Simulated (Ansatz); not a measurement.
## Be2Sn (model cell, started as antifluorite): following an unstable mode

Aim: this structure of Be2Sn (model cell, started as antifluorite) is to be tested for unstable modes, and one is followed downhill.

Main program and level: Ansatz 0.2.0; DFT PBEsol, scalar-relativistic, plane waves, PAW.

This is a report of a sequence of runs, with most program output left out.

The structure was built from a prototype and need not be the compound's stable phase.

### 1. The structure

Symmetry: Fm-3m, No. 225, cubic system. The conventional cell has a = 5.761 Å, b = 5.761 Å, c = 5.761 Å, α = 90.00°, β = 90.00°, γ = 90.00°. Nearest to Sn lie 8 Be at 2.49 Å. Nearest to Be lie 4 Sn at 2.49 Å. Farther neighbours are not listed.

### 2. Phonons on a q mesh

The cell comes from relaxations at this level that are not shown. Stability and thermal properties need the whole zone. Linear response on a 4×4×4 q mesh gives force constants as far as a supercell of that size would.

Input file input.yaml:

```yaml
crystal:
  lattice:
    - [0.0, 2.8806534513, 2.8806534513]
    - [2.8806534513, 0.0, 2.8806534513]
    - [2.8806534513, 2.8806534513, 0.0]
  atoms:
    - { symbol: Sn, position: [0.0, 0.0, 0.0] }
    - { symbol: Be, position: [0.25, 0.25, 0.25] }
    - { symbol: Be, position: [0.75, 0.75, 0.75] }
kpoints:
  mp_grid: { grid: [12, 12, 12] }
hamiltonian:
  xc: pbesol
scf:
  occupations: { method: methfessel_paxton, width: 0.15 }
output:
  eigenvalues: true
phonons:
  method: dfpt
  qmesh: [4, 4, 4]
  temperatures: { t_max: 1000, t_step: 50 }
  qpath:
    path:
      - [[0.0, 0.0, 0.0], [0.5, 0.0, 0.5], [0.625, 0.25, 0.625]]
      - [[0.375, 0.375, 0.75], [0.0, 0.0, 0.0], [0.5, 0.5, 0.5], [0.5, 0.25, 0.75], [0.5, 0.0, 0.5]]
    npoints: 10
```

Launch:

```bash
ansatz run input.yaml --threads 4 --pin off --max-ram 7168MiB --backend cpu --events-out ev --progress --plain --runs-dir out
```

The job ended after 3.9 min (4 threads of Arm Neoverse V2, shared host; peak memory 2.6 GiB; 15 min of CPU time).

This step gave:

```
volume per atom                                         : 15.94 Å³
gap on the k-mesh                                       : 0 eV
sum-rule residual before enforcement                    : 1.55e-4 eV/Å²
lowest frequency on the path                            : -116.1 cm⁻¹
point group                                             : m-3m
highest frequency on the path or at a solved wavevector : 457.8 cm⁻¹
highest optical mode at the zone centre (no LO-TO term) : 357.7 cm⁻¹
lowest optical zone-centre mode                         : 297.4 cm⁻¹
lowest mode on the q mesh (acoustic modes at Γ apart)   : -116.1 cm⁻¹
```

Frequencies (cm⁻¹) solved at each irreducible wavevector; negative means imaginary. Frequencies by wavevector, by row:

| q in reciprocal lattice units | star | mode 1 | mode 2 | mode 3 | mode 4 | mode 5 | mode 6 | mode 7 | mode 8 | mode 9 |
| --- | --- | --- | --- | --- | --- | --- | --- | --- | --- | --- |
| 0 0 0 | 1 | 0 | 0 | 0 | 297.4 | 297.4 | 297.4 | 357.7 | 357.7 | 357.7 |
| 0 0 0.25 | 8 | -32.3 | -32.3 | 108.9 | 294 | 294 | 337.2 | 361.4 | 361.4 | 417.5 |
| 0 0 -0.5 | 4 | -68.5 | -68.5 | 137.6 | 330.9 | 330.9 | 361.3 | 361.3 | 380 | 457.8 |
| 0 0.25 0.25 | 6 | -48.5 | -48.5 | 113.8 | 293.9 | 293.9 | 366.6 | 371.2 | 371.2 | 401.3 |
| 0 0.25 -0.5 | 24 | -78.8 | 81.9 | 121.6 | 327.4 | 333.1 | 361.5 | 372.4 | 388.1 | 397.5 |
| 0 0.25 -0.25 | 12 | -23 | 95.5 | 100.1 | 309.9 | 346.8 | 360.3 | 365.4 | 373.4 | 393.9 |
| 0 -0.5 -0.5 | 3 | -116.1 | -116.1 | 161.5 | 346.1 | 346.1 | 348.1 | 348.1 | 395.1 | 432.2 |
| 0.25 -0.5 -0.25 | 6 | 58.5 | 104.7 | 104.7 | 314.9 | 353.5 | 353.5 | 374.3 | 381.2 | 389.6 |

Interpolated from a 4×4×4 q mesh. Phonon branches along the path, in cm⁻¹:

| point | branch 1 | branch 2 | branch 3 | branch 4 | branch 5 | branch 6 | branch 7 | branch 8 | branch 9 |
| --- | --- | --- | --- | --- | --- | --- | --- | --- | --- |
| Γ | 0 | 0 | 0 | 297 | 297 | 297 | 358 | 358 | 358 |
| halfway | -48 | -48 | 114 | 294 | 294 | 367 | 371 | 371 | 401 |
| X | -116 | -116 | 162 | 346 | 346 | 348 | 348 | 395 | 432 |
| halfway | -108 | -85 | 156 | 342 | 345 | 350 | 354 | 393 | 420 |
| U | -87 | 75 | 141 | 332 | 340 | 355 | 371 | 387 | 395 |
| jump to K | -87 | 75 | 141 | 332 | 340 | 355 | 371 | 387 | 395 |
| halfway | 18 | 77 | 82 | 296 | 318 | 340 | 362 | 392 | 393 |
| Γ | 0 | 0 | 0 | 297 | 297 | 297 | 358 | 358 | 358 |
| halfway | -32 | -32 | 109 | 294 | 294 | 337 | 361 | 361 | 418 |
| L | -68 | -68 | 138 | 331 | 331 | 361 | 361 | 380 | 458 |
| halfway | -39 | 70 | 125 | 330 | 347 | 352 | 374 | 379 | 404 |
| W | 58 | 105 | 105 | 315 | 354 | 354 | 374 | 381 | 390 |
| halfway | -80 | -70 | 149 | 335 | 350 | 351 | 357 | 391 | 410 |
| X | -116 | -116 | 162 | 346 | 346 | 348 | 348 | 395 | 432 |

Symmetry leaves 8 wavevectors to solve. The lowest mode among them, the acoustic zeros apart, lies at q = (0, -0.5, -0.5) and is imaginary, 116.1i cm⁻¹, so the energy falls along it.

### 3. The mode frozen in, largest atomic shift 0 Å

The mode followed lies at q = (0, 0.25, -0.5) with frequency 78.8i cm⁻¹, one of the unstable modes though not the softest. At small amplitude the distorted cell has space group no. 15 by a symmetry search on the positions. The undistorted cell that holds it gives the zero of energy on the same k mesh.

System of this step: Be2Sn (model cell, started as antifluorite). It takes space group Fm-3m (No. 225, cubic). Conventional cell: a = 5.761 Å, b = 5.761 Å, c = 5.761 Å, α = 90.00°, β = 90.00°, γ = 90.00°. Sn has 8 Be at 2.49 Å nearest. Nearest to Be lie 4 Sn at 2.49 Å. Farther neighbours are not listed.

Input file input.yaml:

```yaml
crystal:
  lattice:
    - [0.0, 2.8806534513, 2.8806534513]
    - [-2.8806534513, 5.7613069026, -2.8806534513]
    - [-5.7613069026, -2.8806534513, 2.8806534513]
  atoms:
    - { symbol: Sn, position: [0.0, 0.0, 0.0] }
    - { symbol: Sn, position: [0.25, 0.5, 0.25] }
    - { symbol: Sn, position: [0.5, 0.0, 0.5] }
    - { symbol: Sn, position: [0.75, 0.5, 0.75] }
    - { symbol: Be, position: [0.5625, 0.875, 0.8125] }
    - { symbol: Be, position: [0.8125, 0.375, 0.0625] }
    - { symbol: Be, position: [0.0625, 0.875, 0.3125] }
    - { symbol: Be, position: [0.3125, 0.375, 0.5625] }
    - { symbol: Be, position: [0.6875, 0.625, 0.4375] }
    - { symbol: Be, position: [0.9375, 0.125, 0.6875] }
    - { symbol: Be, position: [0.1875, 0.625, 0.9375] }
    - { symbol: Be, position: [0.4375, 0.125, 0.1875] }
kpoints:
  mp_grid: { grid: [8, 8, 6] }
hamiltonian:
  xc: pbesol
scf:
  occupations: { method: methfessel_paxton, width: 0.15 }
output:
  forces: true
  stress: true
  eigenvalues: true
```

Elapsed: 23 s, on 4 threads; peak memory 1 GiB.

This step gave:

```
pressure                         : -0.02154 GPa
energy from the undistorted cell : 0 meV/atom
```

The run ends at a pressure of -0.02 GPa, with forces up to 0.015 eV/Å.

### 4. The mode frozen in, largest atomic shift 0.32 Å

The atoms are moved along the unstable eigenvector, the largest shift by 0.32 Å, with the cell fixed.

Input file input.yaml:

```yaml
crystal:
  lattice:
    - [0.0, 2.8806534513, 2.8806534513]
    - [-2.8806534513, 5.7613069026, -2.8806534513]
    - [-5.7613069026, -2.8806534513, 2.8806534513]
  atoms:
    - { symbol: Sn, position: [0.055923757, 0.0, 0.0] }
    - { symbol: Sn, position: [0.305923757, 0.5, 0.25] }
    - { symbol: Sn, position: [0.444076243, 0.0, 0.5] }
    - { symbol: Sn, position: [0.694076243, 0.5, 0.75] }
    - { symbol: Be, position: [0.6410495978, 0.875, 0.8125] }
    - { symbol: Be, position: [0.8726673925, 0.375, 0.0625] }
    - { symbol: Be, position: [-0.0160495978, 0.875, 0.3125] }
    - { symbol: Be, position: [0.2523326075, 0.375, 0.5625] }
    - { symbol: Be, position: [0.7660495978, 0.625, 0.4375] }
    - { symbol: Be, position: [0.8773326075, 0.125, 0.6875] }
    - { symbol: Be, position: [0.1089504022, 0.625, 0.9375] }
    - { symbol: Be, position: [0.4976673925, 0.125, 0.1875] }
kpoints:
  mp_grid: { grid: [8, 8, 6] }
hamiltonian:
  xc: pbesol
scf:
  occupations: { method: methfessel_paxton, width: 0.15 }
output:
  forces: true
  stress: true
  eigenvalues: true
```

It took 20 s on 4 threads; peak memory 1 GiB; 78 s of CPU time.

This step gave:

* pressure: -0.5120 GPa
* energy from the undistorted cell: -16.30 meV/atom

The energy, extrapolated to zero smearing, is -16.30 meV/atom against the undistorted cell.

The run ends at a pressure of -0.51 GPa, with forces up to 0.47 eV/Å.

### 5. Energy along the mode, all amplitudes (two of the runs are shown above)

An imaginary frequency means negative curvature, so the energy should fall and then rise again as anharmonic terms take over.

Numbers from this step:

```
depth at the lowest point sampled  : 16.30 meV/atom
largest atomic shift at that point : 0.32 Å
```

The energy from the parent by largest atomic shift:

| largest atomic shift (Å) | energy from the parent (meV/atom) |
| --- | --- |
| 0.000 | 0 |
| 0.040 | -0.478 |
| 0.080 | -1.86 |
| 0.140 | -5.27 |
| 0.220 | -11.2 |
| 0.320 | -16.3 |
| 0.450 | -10.1 |
| 0.600 | 26.5 |

Displacement at unit largest shift by atom:

| atom | x (Å) | y (Å) | z (Å) | size |
| --- | --- | --- | --- | --- |
| Sn1 | 0.000 | 0.503 | 0.503 | 0.711 |
| Sn2 | 0.000 | 0.503 | 0.503 | 0.711 |
| Sn3 | 0.000 | -0.503 | -0.503 | 0.711 |
| Sn4 | 0.000 | -0.503 | -0.503 | 0.711 |
| Be5 | 0.000 | 0.707 | 0.707 | 1.000 |
| Be6 | 0.000 | 0.542 | 0.542 | 0.767 |
| Be7 | 0.000 | -0.707 | -0.707 | 1.000 |
| Be8 | 0.000 | -0.542 | -0.542 | 0.767 |
| Be9 | 0.000 | 0.707 | 0.707 | 1.000 |
| Be10 | 0.000 | -0.542 | -0.542 | 0.767 |
| Be11 | 0.000 | -0.707 | -0.707 | 1.000 |
| Be12 | 0.000 | 0.542 | 0.542 | 0.767 |

The lowest of the steps tried is at 0.32 Å, 16.3 meV/atom below the parent; the bottom of the well need not coincide with a step.

### 6. Relaxation from the frozen mode

Starting from the lowest point found, all atoms and the cell are let go, so that strain and other modes of the same symmetry can join in.

Changes to input.yaml since step 4:

```diff
@@ -28 +28,6 @@
   eigenvalues: true
+relax:
+  adjacent_minimum: "off"
+  f_tol: 0.002
+  max_steps: 120
+  cell: { stress_tol: 0.03 }
```

Wall time 4.4 min (4 threads); peak memory 1.1 GiB; 17 min of CPU time.

Relaxation path:

| step | energy less that of the first step (eV) | largest force component (eV/Å) | pressure (GPa) | volume (Å³) |
| --- | --- | --- | --- | --- |
| 1 | 0.0000 | 0.4304 | -0.51 | 191.23 |
| 2 | -0.1286 | 0.2760 | 0.65 | 185.95 |
| 3 | -0.2121 | 0.1068 | 0.22 | 186.04 |
| 4 | -0.3566 | 0.1945 | -0.62 | 185.18 |
| 5 | -0.4539 | 0.1058 | -0.36 | 183.36 |
| 6 | -0.4866 | 0.0668 | -0.07 | 183.41 |
| 7 | -0.4901 | 0.0600 | 0.08 | 182.50 |
| 8 | -0.4924 | 0.0399 | 0.03 | 182.51 |
| 9 | -0.4933 | 0.0161 | 0.01 | 182.55 |
| 10 | -0.4937 | 0.0037 | -0.02 | 182.65 |
| 11 | -0.4937 | 0.0044 | 0.01 | 182.53 |
| 12 | -0.4938 | 0.0010 | 0.00 | 182.60 |
| 13* | -0.4930 | 0.0010 | -0.01 | 182.60 |

Relaxation steps marked * repeat the geometry before them on a plane-wave basis chosen anew for their cell, so energy and pressure can jump there. Relaxation step 11 was tried and not accepted.

Forces are held to the 4 operations that the run works with; a distortion that breaks them can't arise in this run.

| cell as run | before | after | change |
| --- | --- | --- | --- |
| a (Å) | 4.074 | 4.249 | +4.3 % |
| b (Å) | 7.056 | 6.775 | -4.0 % |
| c (Å) | 7.056 | 6.797 | -3.7 % |
| α (°) | 99.59 | 100.07 | +0.5 % |
| γ (°) | 73.22 | 71.72 | -2.0 % |
| volume (Å³/atom) | 15.94 | 15.22 | -4.5 % |

The atoms that moved most (Å, as changes of fractional coordinates times the final cell):

| atom | dx | dy | dz | length |
| --- | --- | --- | --- | --- |
| Be10 | 0.355 | 0.124 | -0.246 | 0.450 |
| Be6 | -0.355 | -0.124 | 0.246 | 0.450 |
| Be12 | 0.355 | 0.246 | -0.124 | 0.450 |
| Be8 | -0.355 | -0.246 | 0.124 | 0.450 |
| Sn4 | -0.318 | -0.209 | 0.069 | 0.387 |
| Sn1 | 0.318 | 0.209 | -0.069 | 0.387 |
| Sn2 | -0.318 | -0.069 | 0.209 | 0.387 |
| Sn3 | 0.318 | 0.069 | -0.209 | 0.387 |

The relaxed structure:

```
Sn Be
1.0
     0.00000    3.00448    3.00448
    -2.70728    5.62850   -2.62402
    -5.53369   -2.79054    2.79054
Sn Be
4 8
Direct
  0.08124 0.99604 0.94447
  0.32727 0.50396 0.30553
  0.42273 0.99604 0.44447
  0.66876 0.50396 0.80553
  0.65311 0.87623 0.76812
  0.89342 0.37391 0.12723
  0.97065 0.87623 0.26812
  0.23267 0.37391 0.62723
  0.77935 0.62377 0.48188
  0.85658 0.12609 0.62277
  0.09689 0.62377 0.98188
  0.51733 0.12609 0.12277
```

This step gave:

- pressure: -0.008561 GPa
- volume per atom: 15.22 Å³

The distorted start has space group C2/c; the relaxation ends in C2/c.

### 7. The phases reached

The phases reached along the modes that were followed are set side by side.

Energies are those of the first relaxation, on the mesh of the frozen mode; space group, volume and gap are those of the last relaxation. Phases, by row:

| mode frozen in | space group | energy from parent (meV/atom) | volume (Å³/atom) | gap on mesh (eV) | lowest zone-centre optical mode (cm⁻¹) | largest shift (Å) |
| --- | --- | --- | --- | --- | --- | --- |
| parent | Fm-3m | 0 | 15.94 | 0 | – | – |
| q = (0, -0.5, -0.5), 116i cm⁻¹ | Pmmn | -97.8 | 15.03 | 0 | 97.6 | 0.488 |
| q = (0, -0.5, -0.5), 116i cm⁻¹ | Cmcm | -67.78 | 15.35 | 0 | -47 | 0.38 |
| q = (0, -0.5, -0.5), 116i cm⁻¹ | Pmmn | -97.8 | 15.03 | 0 | 97.6 | 0.488 |
| q = (0, 0.25, -0.5), 79i cm⁻¹ | C2/c | -57.42 | 15.22 | 0 | – | 0.558 |

### 8. Results

```
unstable mode of the parent                                                      : q = (0, 0.25, -0.5), 79i cm⁻¹
depth at the lowest point sampled                                                : 16.3 meV/atom
largest atomic shift at that point                                               : 0.32 Å
space group reached (within 0.01 Å)                                              : C2/c
energy gained over the parent (first relaxation, on the mesh of the frozen mode) : 57.4 meV/atom
volume per atom, phase reached                                                   : 15.2 Å³
```

What this shows: Along this mode the structure falls into C2/c, 57.4 meV/atom below the parent. At the parent's cell the well is 16.30 meV/atom deep on the steps tried, with its lowest point at a shift of 0.32 Å. Relaxing atoms and cell changes the gain by +41.11 meV/atom against the lowest step (energies at zero smearing). Most of the total comes from this relaxation. The modes of the phase reached were not computed on this path. Of the 4 patterns followed to their end from this parent, this one ends 40.4 meV/atom above the lowest, Pmmn. Each path keeps the symmetry of its pattern, so a lower phase may lie along a pattern not tried. With no gap, or one that is small against the smearing, the frequencies hang on the k mesh and the smearing, most of all near Kohn anomalies. Spin-orbit coupling is left out, which can matter for the heavy elements here. A phonon run warned that its eigensolver left some bands unconverged in a pass. The starting cell was built on a prototype and not taken from a measurement, so the phase need not exist.

[Logs are printed without paths, hosts, clocks, repeated set-up lines and the standing remarks that a program may print on its own settings, such as how far it seeks lower states.]

[Hosts, paths, dates, database ids (printed as entryN), source tags and the programs' standing remarks are cut or masked in the printed files.]
